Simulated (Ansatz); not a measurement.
## BeSi2 (built on the sites of a database entry of CaSi2): phonons and vibrational spectra

Wanted: phonon frequencies of BeSi2 (built on the sites of a database entry of CaSi2) and what follows from them.

Main program and level: Ansatz 0.2.0; DFT PBEsol, scalar-relativistic, plane waves, PAW.

The structure was built from a prototype and need not be the compound's stable phase.

## Step 1: Starting point

The structure is trigonal, space group P-3m1 (No. 164). The conventional cell has a = 3.097 Å, b = 3.097 Å, c = 4.183 Å, α = 90.00°, β = 90.00°, γ = 120.00°. Be has 6 Si at 2.45 Å nearest. Nearest to Si lie 3 Si at 1.97 Å and 3 Be at 2.45 Å. Farther neighbours are not listed.

Coordinates:

```cif
data_structure
_symmetry_space_group_name_H-M 'P 1'
_symmetry_Int_Tables_number 1
_cell_length_a 3.0971
_cell_length_b 3.0971
_cell_length_c 4.1830
_cell_angle_alpha 90.000
_cell_angle_beta 90.000
_cell_angle_gamma 120.000
_cell_volume 34.75
loop_
_atom_site_label
_atom_site_type_symbol
_atom_site_fract_x
_atom_site_fract_y
_atom_site_fract_z
_atom_site_occupancy
Be1 Be 0.00000 0.00000 0.00000 1
Si2 Si 0.33333 0.66667 0.40000 1
Si3 Si 0.66667 0.33333 0.60000 1
```

## Step 2: Coarse relaxation

A rough relaxation comes first, because large forces or stress need no tight tolerances yet.

Contents of input.yaml:

```yaml
crystal:
  lattice:
    - [3.09706, 0.0, 0.0]
    - [-1.54853, 2.68213, 0.0]
    - [0.0, 0.0, 4.18304]
  atoms:
    - { symbol: Be, position: [0.0, 0.0, 0.0] }
    - { symbol: Si, position: [0.3333333333, 0.6666666667, 0.4] }
    - { symbol: Si, position: [0.6666666667, 0.3333333333, 0.6] }
kpoints:
  mp_grid: { grid: [9, 9, 6] }
hamiltonian:
  xc: pbesol
scf:
  occupations: { method: gaussian, width: 0.1 }
output:
  forces: true
  stress: true
  eigenvalues: true
relax:
  adjacent_minimum: "off"
  f_tol: 0.05
  max_steps: 80
  cell: { stress_tol: 0.5 }
```

Command:

```
ansatz run input.yaml --threads 4 --pin off --max-ram 7168MiB --backend cpu --events-out ev --progress --plain --runs-dir out
```

Numbers of over 12 decimals in the logs are rounded to 6 here.

The log of the run:

```text
The last accepted step is kept in <dir> (removed where the run ends without a failure and the disk answers)
Engine: ansatz 0.2.0, aarch64-unknown-linux-gnu
Pseudopotentials: kind: paw
Pseudopotential: Be, paw, valence charge 2, recommended cutoff 420 eV (normal), Be.paw.azcp
Pseudopotential: Si, paw, valence charge 4, recommended cutoff 420 eV (normal), Si.paw.azcp
Functional definition: PBEsol
  exchange = pbesol_x
[...]
F+E_penalty+E_count = -1332.15334601 eV   max|allowed force component| = 1.345e-2 eV/Å   (the final SCF, on the basis selected at the relaxed cell)
  cell:  # Å, volume = 39.1612 Å³
    - [2.990156, 0, 8.930175400468034e-17]
    - [-1.495078, 2.589551, -4.465087700234015e-17]
    - [1.2061535543656963e-16, 0, 5.057523]
  atoms:
    - { symbol: Be, position: [0, 0, 0] }
    - { symbol: Si, position: [0.333333, 0.666667, 0.321039] }
    - { symbol: Si, position: [0.666667, 0.333333, 0.678961] }
[key lines of the parts left out:]
SCF converged after 4 iterations
Free energy (F): -1332.153346 eV
Fermi energy:    9.220530 eV
P = ⅓ Tr σ = 0.1404 GPa (1.404 kbar)
```

Wall time 6.5 s (4 threads of Arm Neoverse V1, shared host); peak memory 0.32 GiB.

Step by step:

| step | energy less that of the first step (eV) | largest force component (eV/Å) | pressure (GPa) | volume (Å³) |
| --- | --- | --- | --- | --- |
| 1 | 0.0000 | 8.4070 | 64.70 | 34.75 |
| 2 | -2.5867 | 3.4071 | 20.54 | 38.63 |
| 3 | -3.2540 | 1.0659 | 3.57 | 40.42 |
| 4 | -3.3515 | 0.1931 | -1.01 | 40.62 |
| 5 | -3.3570 | 0.1612 | -1.04 | 40.64 |
| 6 | -3.3828 | 0.3182 | 0.58 | 40.19 |
| 7 | -3.4431 | 0.3952 | 0.40 | 39.72 |
| 8 | -3.4313 | 0.5777 | 0.18 | 38.52 |
| 9 | -3.4756 | 0.0073 | -0.15 | 39.28 |
| 10 | -3.4752 | 0.0277 | -0.16 | 39.13 |
| 11 | -3.4761 | 0.0111 | -0.05 | 39.16 |
| 12* | -3.4862 | 0.0135 | 0.14 | 39.16 |

Relaxation steps marked * repeat the geometry before them on a plane-wave basis chosen anew for their cell, so energy and pressure can jump there. Relaxation steps 8, 10 were tried and not accepted.

Forces are held to the 12 operations that the run works with; a distortion that breaks them can't arise in this run.

| cell as run | before | after | change |
| --- | --- | --- | --- |
| a (Å) | 3.097 | 2.990 | -3.5 % |
| b (Å) | 3.097 | 2.990 | -3.5 % |
| c (Å) | 4.183 | 5.058 | +20.9 % |
| volume (Å³/atom) | 11.58 | 13.05 | +12.7 % |

The atoms that moved most (Å, as changes of fractional coordinates times the final cell):

| atom | dx | dy | dz | length |
| --- | --- | --- | --- | --- |
| Si3 | 0.000 | 0.000 | 0.399 | 0.399 |
| Si2 | 0.000 | 0.000 | -0.399 | 0.399 |

The relaxed structure:

```
Be Si
1.0
     2.99016    0.00000    0.00000
    -1.49508    2.58955    0.00000
     0.00000    0.00000    5.05752
Be Si
1 2
Cartesian
  0.0000 0.0000 0.0000
  0.0000 1.7264 1.6237
  1.4951 0.8632 3.4339
```

This step gave:

| Item | Value |
| --- | --- |
| pressure | 0.1404 GPa |
| volume per atom | 13.05 Å³ |
| gap on the k-mesh | 0 eV |

In this step the volume went from 11.58 to 13.05 Å³/atom.

## Step 3: Bringing the structure to rest

Harmonic phonons are second derivatives at a point where the forces vanish, and they are wanted at zero stress, so atoms and cell are relaxed first.

Contents of input.yaml:

```yaml
crystal:
  lattice:
    - [2.9901557689, 0.0, 0.0]
    - [-1.4950778845, 2.5895508572, 0.0]
    - [0.0, 0.0, 5.0575233756]
  atoms:
    - { symbol: Be, position: [0.0, 0.0, 0.0] }
    - { symbol: Si, position: [0.3333333333, 0.6666666667, 0.3210392894] }
    - { symbol: Si, position: [0.6666666667, 0.3333333333, 0.6789607106] }
kpoints:
  mp_grid: { grid: [15, 15, 8] }
hamiltonian:
  xc: pbesol
scf:
  occupations: { method: gaussian, width: 0.1 }
output:
  forces: true
  stress: true
  eigenvalues: true
  write_density: true
  write_potential: true
  elf: true
  volumetric_format: npy
relax:
  adjacent_minimum: "off"
  f_tol: 0.005
  max_steps: 80
  cell: { stress_tol: 0.05 }
```

The log of the run:

```text
[...]
Crystal: 3 atoms, lattice volume = 39.161 Å³
Basis set: ecut = 420 eV, 749 PW (Γ), exchange–correlation on 40×40×72 points (8 copies of the dense FFT grid, shifted against one another)
Bands: 9, of which v1, the nominal top of the filled ones, is band 5 counted from 1 (4 counted from 0)
Symmetry: 12 space group operations
[...]
k-points: 192 of 1800
[...]
SCF iter   1: F=—  HF=-1332.117882 eV  |F-HF|=—  |Δ(HF+E_count)|=         —  Δρ=2.68e-3  dr2=7.96e-3  ethr=1.77e-3  ⟨swp⟩=5.1  Hψ=13396  notcnv=0
[...]
SCF iter   6: F=-1332.116246 eV  HF=-1332.116246 eV  |F-HF|=2.52e-8  |Δ(HF+E_count)|=   3.92e-8  Δρ=5.08e-6  dr2=3.03e-8  ethr=1.00e-9  ⟨swp⟩=8.6  Hψ=10249  notcnv=0
SCF 1 converged in 6 iterations: F = -1332.116246 eV  dr2 = 3.03e-8
[...]
relax step   1: F+E_penalty+E_count = -1332.11624589 eV  Δ(F+E_penalty+E_count) = +0.000e0 eV  max|allowed force component| = 9.895e-2 eV/Å  Δτ_max = 0.0000 Å  P = +0.219 GPa  Ω = 39.161 Å³  (6 SCF iters, dr2 threshold 1.00e-7 eV, accepted)
Crystal: 3 atoms, lattice volume = 38.995 Å³
[...]
SCF iter   5: F=-1332.121779 eV  HF=-1332.121779 eV  |F-HF|=1.90e-10  |Δ(HF+E_count)|=   3.94e-9  Δρ=5.89e-6  dr2=7.74e-9  ethr=3.00e-9  ⟨swp⟩=8.5  Hψ=11546  notcnv=0
SCF 2 converged in 5 iterations: F = -1332.121779 eV  dr2 = 7.74e-9
relax step   2: F+E_penalty+E_count = -1332.12177916 eV  Δ(F+E_penalty+E_count) = -5.533e-3 eV  max|allowed force component| = 9.666e-2 eV/Å  Δτ_max = 0.0019 Å  P = +0.163 GPa  Ω = 38.995 Å³  energy of the carried Pulay correction = +2.717e-5 eV  (5 SCF iters, dr2 threshold 3.00e-7 eV, accepted)
Crystal: 3 atoms, lattice volume = 38.786 Å³
[...]
SCF iter   5: F=-1332.125918 eV  HF=-1332.125918 eV  |F-HF|=1.95e-8  |Δ(HF+E_count)|=  3.37e-10  Δρ=1.39e-5  dr2=5.87e-8  ethr=3.00e-9  ⟨swp⟩=9.8  Hψ=13755  notcnv=0
SCF 3 converged in 5 iterations: F = -1332.125918 eV  dr2 = 5.87e-8
relax step   3: F+E_penalty+E_count = -1332.12591793 eV  Δ(F+E_penalty+E_count) = -4.139e-3 eV  max|allowed force component| = 1.625e-1 eV/Å  Δτ_max = 0.0225 Å  P = -1.314 GPa  Ω = 38.786 Å³  energy of the carried Pulay correction = +6.138e-5 eV  (5 SCF iters, dr2 threshold 3.00e-7 eV, accepted)
[... from here on, the SCF cycles and remarks between the steps are left out ...]
relax step   4: F+E_penalty+E_count = -1332.15990742 eV  Δ(F+E_penalty+E_count) = -3.399e-2 eV  max|allowed force component| = 8.810e-2 eV/Å  Δτ_max = 0.0163 Å  P = +1.924 GPa  Ω = 36.467 Å³  energy of the carried Pulay correction = +4.537e-4 eV  (6 SCF iters, dr2 threshold 3.00e-7 eV, accepted)
relax step   5: F+E_penalty+E_count = -1332.15771308 eV  Δ(F+E_penalty+E_count) = +2.194e-3 eV  max|allowed force component| = 1.578e-1 eV/Å  Δτ_max = 0.0199 Å  P = +0.576 GPa  Ω = 36.525 Å³  energy of the carried Pulay correction = +4.436e-4 eV  (6 SCF iters, dr2 threshold 3.00e-7 eV, rejected (line search))
relax step   6: F+E_penalty+E_count = -1332.16275053 eV  Δ(F+E_penalty+E_count) = -2.843e-3 eV  max|allowed force component| = 1.365e-4 eV/Å  Δτ_max = 0.0041 Å  P = -0.094 GPa  Ω = 37.004 Å³  energy of the carried Pulay correction = +3.608e-4 eV  (7 SCF iters, accepted)
relax step   7: F+E_penalty+E_count = -1332.14758022 eV  Δ(F+E_penalty+E_count) = +1.517e-2 eV  max|allowed force component| = 7.314e-2 eV/Å  Δτ_max = 0.0043 Å  P = -2.285 GPa  Ω = 38.325 Å³  energy of the carried Pulay correction = +1.375e-4 eV  (5 SCF iters, dr2 threshold 3.00e-7 eV, rejected (line search))
relax step   8: F+E_penalty+E_count = -1332.16399878 eV  Δ(F+E_penalty+E_count) = -1.248e-3 eV  max|allowed force component| = 6.146e-3 eV/Å  Δτ_max = 0.0006 Å  P = +0.029 GPa  Ω = 37.105 Å³  energy of the carried Pulay correction = +3.433e-4 eV  (7 SCF iters, accepted)
relax step   9: F+E_penalty+E_count = -1332.16408086 eV  Δ(F+E_penalty+E_count) = -8.208e-5 eV  max|allowed force component| = 1.128e-3 eV/Å  Δτ_max = 0.0001 Å  P = -0.004 GPa  Ω = 37.084 Å³  energy of the carried Pulay correction = +3.470e-4 eV  (4 SCF iters, dr2 threshold 2.20e-7 eV, accepted)
relax step  10: F+E_penalty+E_count = -1332.16477182 eV  Δ(F+E_penalty+E_count) = -6.910e-4 eV  max|allowed force component| = 1.426e-3 eV/Å  Δτ_max = 0.0000 Å  P = +0.018 GPa  Ω = 37.084 Å³  stress off target by 5.06e-2 GPa  SCF on the basis re-selected at this cell (its energy is not comparable with the rows above)  (5 SCF iters)
relax step  11: F+E_penalty+E_count = -1332.16477320 eV  Δ(F+E_penalty+E_count) = -1.381e-6 eV  max|allowed force component| = 4.821e-4 eV/Å  Δτ_max = 0.0001 Å  P = +0.003 GPa  Ω = 37.086 Å³  energy of the carried Pulay correction = -1.647e-7 eV  (4 SCF iters, dr2 threshold 6.40e-9 eV, accepted)
[...]
SCF iter   1: F=—  HF=-1332.164769 eV  |F-HF|=—  |Δ(HF+E_count)|=         —  Δρ=1.45e-6  dr2=6.30e-10  ethr=2.00e-7  ⟨swp⟩=3.1  Hψ=18241  notcnv=0
eigensolver tolerance schedule: the retry pair's looser diagonalisation over-reported the residual by 31696.90 of it (diagonalisation noise at an unbounded share of the residual, at the tolerance the schedule requests for it); recorded, not acted on — ethr = c·dr2/N_el stays at c = 1.0e-1
SCF iter   2: F=—  HF=-1332.164773 eV  |F-HF|=—  |Δ(HF+E_count)|=   4.16e-6  Δρ=6.30e-7  dr2=3.16e-10  ethr=6.30e-12  ⟨swp⟩=3.3  Hψ=3530  notcnv=0
[...]
SCF iter   4: F=-1332.164773 eV  HF=-1332.164773 eV  |F-HF|=6.59e-12  |Δ(HF+E_count)|=  9.32e-12  Δρ=2.17e-7  dr2=1.34e-11  ethr=1.00e-12  ⟨swp⟩=5.3  Hψ=6420  notcnv=0
SCF 12 converged in 4 iterations: F = -1332.164773 eV  dr2 = 1.34e-11
relax step  12: F+E_penalty+E_count = -1332.16477339 eV  Δ(F+E_penalty+E_count) = -1.876e-7 eV  max|allowed force component| = 4.752e-4 eV/Å  Δτ_max = 0.0000 Å  P = +0.003 GPa  Ω = 37.086 Å³  stress off target by 4.64e-3 GPa  SCF on the basis re-selected at this cell (its energy is not comparable with the rows above)  (4 SCF iters)
[...]
SCF converged after 4 iterations
Free energy (F): -1332.164773 eV
[...]
Internal energy: -1332.160136 eV  (E = F + TS)
E sigma→0 (E₀):  -1332.162455 eV
Entropy (-TS):   -0.004637 eV (-1.546 meV/atom)
Fermi energy:    10.084031 eV
[...]
--- Forces (eV/Å), atoms counted from 1 ---
  atom   1  Be     0.00000000     0.00000000     0.00000000
  atom   2  Si     0.00000000     0.00000000     0.00047524
  atom   3  Si    -0.00000000    -0.00000000    -0.00047524
  max |Σ_I F_I| component: 9.25e-18 eV/Å
--- Stress (GPa, compression-positive) ---
        0.002493       0.000000      -0.000000
        0.000000       0.002493      -0.000000
       -0.000000      -0.000000       0.004644
  P = ⅓ Tr σ = 0.0032 GPa (0.032 kbar)
--- Band table (eV; the first three rows and the last of 192) ---
[...]
--- Relaxed structure (10 steps of the walk, 8 accepted, 2 SCFs on fresh bases) ---
[...]
cell:  # Å, volume = 37.0858 Å³
    - [2.782067, 2.6858613698657052e-11, 4.671761940416609e-18]
    - [-1.391034, 2.409341, -2.3358809701691806e-18]
    - [7.9017773804184e-18, 0, 5.532758]
  atoms:
    - { symbol: Be, position: [0, 0, 0] }
    - { symbol: Si, position: [0.333333, 0.666667, 0.318503] }
    - { symbol: Si, position: [0.666667, 0.333333, 0.681497] }
```

The job ended after 17 s (4 threads; peak memory 0.39 GiB).

Relaxation path:

| step | energy less that of the first step (eV) | largest force component (eV/Å) | pressure (GPa) | volume (Å³) |
| --- | --- | --- | --- | --- |
| 1 | 0.0000 | 0.0990 | 0.22 | 39.16 |
| 2 | -0.0055 | 0.0967 | 0.16 | 38.99 |
| 3 | -0.0097 | 0.1625 | -1.31 | 38.79 |
| 4 | -0.0437 | 0.0881 | 1.92 | 36.47 |
| 5 | -0.0415 | 0.1578 | 0.58 | 36.53 |
| 6 | -0.0465 | 0.0001 | -0.09 | 37.00 |
| 7 | -0.0313 | 0.0731 | -2.28 | 38.32 |
| 8 | -0.0478 | 0.0061 | 0.03 | 37.11 |
| 9 | -0.0478 | 0.0011 | 0.00 | 37.08 |
| 10* | -0.0485 | 0.0014 | 0.02 | 37.08 |
| 11 | -0.0485 | 0.0005 | 0.00 | 37.09 |
| 12* | -0.0485 | 0.0005 | 0.00 | 37.09 |

Relaxation steps marked * repeat the geometry before them on a plane-wave basis chosen anew for their cell, so energy and pressure can jump there. Relaxation steps 5, 7 were tried and not accepted.

The run keeps the 12 symmetry operations that it works with, so distortions that break them were not tested.

| conventional cell, symmetrised | before | after | change |
| --- | --- | --- | --- |
| a (Å) | 2.990 | 2.782 | -7.0 % |
| b (Å) | 2.990 | 2.782 | -7.0 % |
| c (Å) | 5.058 | 5.533 | +9.4 % |
| volume (Å³/atom) | 13.05 | 12.36 | -5.3 % |

The atoms that moved most (Å, as changes of fractional coordinates times the final cell):

| atom | dx | dy | dz | length |
| --- | --- | --- | --- | --- |
| Si2 | 0.000 | 0.000 | -0.014 | 0.014 |
| Si3 | 0.000 | 0.000 | 0.014 | 0.014 |

The relaxed structure:

```xyz
3
Lattice="2.7821 0.0000 0.0000 -1.3910 2.4093 0.0000 0.0000 0.0000 5.5328" Properties=species:S:1:pos:R:3 pbc="T T T"
Be    0.0000    0.0000    0.0000
Si    0.0000    1.6062    1.7622
Si    1.3910    0.8031    3.7706
```

This step gave:

* pressure: 0.003210 GPa
* volume per atom: 12.36 Å³

Electrostatic potential energy in the ac plane at fractional y = 0.333, with atoms of Si within 0.2 Å of it. With pseudopotentials it is smooth inside the atoms' cores, unlike the true potential.

Ten even steps from '0' (-48 eV) to '9' (12 eV):
```
98888999999999
99889999999999
99999999999999
99999998888889
99999987666788
89999875322467
89999852000136
89998741000025
78998730000015
89998741000025
89999863100146
89999875333468
99999987766788
99999998888889
99999999999999
88888899999999
87778899999998
87667889999998
76667889999998
87667889999998
87777899999998
88888899999999
98889999999999
99999999999999
99999999999999
98889999999999
98888999999999
88888999999999
```
Columns run along a (2.8 Å; values clipped at the 3rd and 97th percentile), rows up along c (5.5 Å). Atoms in or near the plane, at fractional coordinates: Si at (0.67, 0.68).

Valence density in the ac plane at fractional y = 0.333, with atoms of Si within 0.2 Å of it. It is the smooth field of the valence electrons, not physical close to the nuclei.

Ten even steps from '0' (0.05 e/Å³) to '9' (0.43 e/Å³):
```
33333333333333
43333444444444
44344455666655
54444567888876
65445689999987
75556799888998
76556898544688
76556885211368
76556885100268
76556886211368
75556788645688
65555789988998
65555689999987
65555678888876
66666666777666
67777666555566
77777765555556
78887765444556
78888765444456
78888765433456
78998754333456
78887654322345
67777543222335
56666543222234
45555432222223
44444332212223
34443332222223
33333332222233
```
Columns run along a (2.8 Å), rows up along c (5.5 Å). Atoms in or near the plane, at fractional coordinates: Si at (0.67, 0.68).

ELF in the ac plane at fractional y = 0.333, with atoms of Si within 0.2 Å of it. It is the smooth field of the valence electrons, not physical close to the nuclei.

Ten even steps from '0' (0.19) to '9' (0.78):
```
32223444444444
43334566677665
64445678888887
75445789999998
76456899999999
86556898666789
86557875323468
76556763243247
76456752265236
75446752132136
65345765322357
64335787655677
64335688888887
55445677888876
65555666666666
66666665544556
66666654333456
76666654322346
77777754211346
78887753211246
88998753101246
89998753100136
79998742000135
78988642000125
67777531000024
45665431000123
33343332111123
32223333222233
```
Columns run along a (2.8 Å), rows up along c (5.5 Å). Atoms in or near the plane, at fractional coordinates: Si at (0.67, 0.68).

In this step the volume went from 13.05 to 12.36 Å³/atom.

## Step 4: Relaxing to small forces for the phonons

Phonons need a cell at rest on their own settings, so the relaxation is repeated with tight tolerances on forces and stress on the k mesh and occupations of the first response run.

Contents of input.yaml:

```yaml
crystal:
  lattice:
    - [2.7820671266, 0.0, 0.0]
    - [-1.3910335633, 2.4093408067, 0.0]
    - [0.0, 0.0, 5.5327577395]
  atoms:
    - { symbol: Be, position: [0.0, 0.0, 0.0] }
    - { symbol: Si, position: [0.3333333333, 0.6666666667, 0.3185027188] }
    - { symbol: Si, position: [0.6666666667, 0.3333333333, 0.6814972812] }
kpoints:
  mp_grid: { grid: [15, 15, 8] }
hamiltonian:
  xc: pbesol
scf:
  occupations: { method: methfessel_paxton, width: 0.15 }
output:
  forces: true
  stress: true
  eigenvalues: true
relax:
  adjacent_minimum: "off"
  f_tol: 0.001
  max_steps: 60
  cell: { stress_tol: 0.01 }
```

The log of the run:

```text
[...]
Crystal: 3 atoms, lattice volume = 37.086 Å³
Basis set: ecut = 420 eV, 739 PW (Γ), exchange–correlation on 40×40×80 points (8 copies of the dense FFT grid, shifted against one another)
Bands: 9, of which v1, the nominal top of the filled ones, is band 5 counted from 1 (4 counted from 0)
Symmetry: 12 space group operations
[...]
k-points: 192 of 1800
[...]
--- Band table (eV; the first three rows and the last of 192) ---
[...]
--- Relaxed structure (2 steps of the walk, 2 accepted, 1 SCFs on fresh bases) ---
[...]
cell:  # Å, volume = 37.0834 Å³
    - [2.782032, 0.0, 0.0]
    - [-1.391016, 2.409311, 0]
    - [0.0, 0, 5.532539]
  atoms:
    - { symbol: Be, position: [0, 0.0, 0.0] }
    - { symbol: Si, position: [0.333333, 0.666667, 0.318499] }
    - { symbol: Si, position: [0.666667, 0.333333, 0.681501] }
[key lines of the parts left out:]
SCF converged after 6 iterations
Free energy (F): -1332.162449 eV
Fermi energy:    10.085833 eV
P = ⅓ Tr σ = -0.0028 GPa (-0.028 kbar)
```

Elapsed: 4.7 s, on 4 threads; peak memory 0.38 GiB.

Little changed from the start: no atom moved by 0.005 Å and no cell edge by 0.1 %.

This step gave:

```yaml
pressure: -0.002825 GPa
```

The largest force component left is 0.023 meV/Å and the pressure is -0.003 GPa, within the tolerances set. The cell now holds 12.36 Å³/atom.

(Continued in part 2 of 2.)

[Logs are printed without paths, hosts, clocks, repeated set-up lines and the standing remarks that a program may print on its own settings, such as how far it seeks lower states.]

[Hosts, paths, dates, database ids (printed as entryN), source tags and the programs' standing remarks are cut or masked in the printed files.]
